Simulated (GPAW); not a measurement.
# Polarising 2H-TaSeTe monolayer with a field along the normal

The dipole of the cell at several fields, atoms fixed. What does the strongest field give, and what length does the slope stand for?

How it was computed: GPAW 26.7.0, plane waves (400 eV), PAW setups, PBE, 9×9 mesh, a dipole layer in the vacuum; geometry relaxed without an applied field with GPAW. The cell's area is 11.15 Å², and e/ε0 = 180.95 V Å.

Results, with one row withheld:

| field (V/Å) | dipole (e Å) |
| --- | --- |
| −0.2 | −0.0875 |
| −0.1 | −0.0511 |
| −0.05 | −0.0329 |
| 0.05 | 0.0034 |
| 0.1 | 0.0216 |
| 0.2 | 0.0580 |
| 0.3 | ? |

To predict: What is the dipole at 0.3 V/Å?

Worked answer. A line through the 6 points has the slope α = 0.364 e Å per V/Å and the intercept p₀ = −0.0147 e Å (r.m.s. residual 2.4e−05). At 0.3 V/Å it gives p = −0.0147 + 0.364 × 0.3 = 0.0943 e Å; the run gives 0.0945 e Å, so the response stays linear to 0.1 % of the induced part. Dividing by ε0 and the area: α/(ε0 A) = 0.364 × 180.95 / 11.15 = 5.90 Å, against 3.50 Å between the outer nuclei.

Caveats: This is the electronic response alone; ions that move would add to it in polar layers. No run was spin-polarised, so magnetic states weren't tested. Spin-orbit coupling is left out, which matters for the heavier atoms here. Layers with unlike faces were relaxed with their cell in a fully periodic cell without the dipole layer, so their atoms felt a small spurious field.
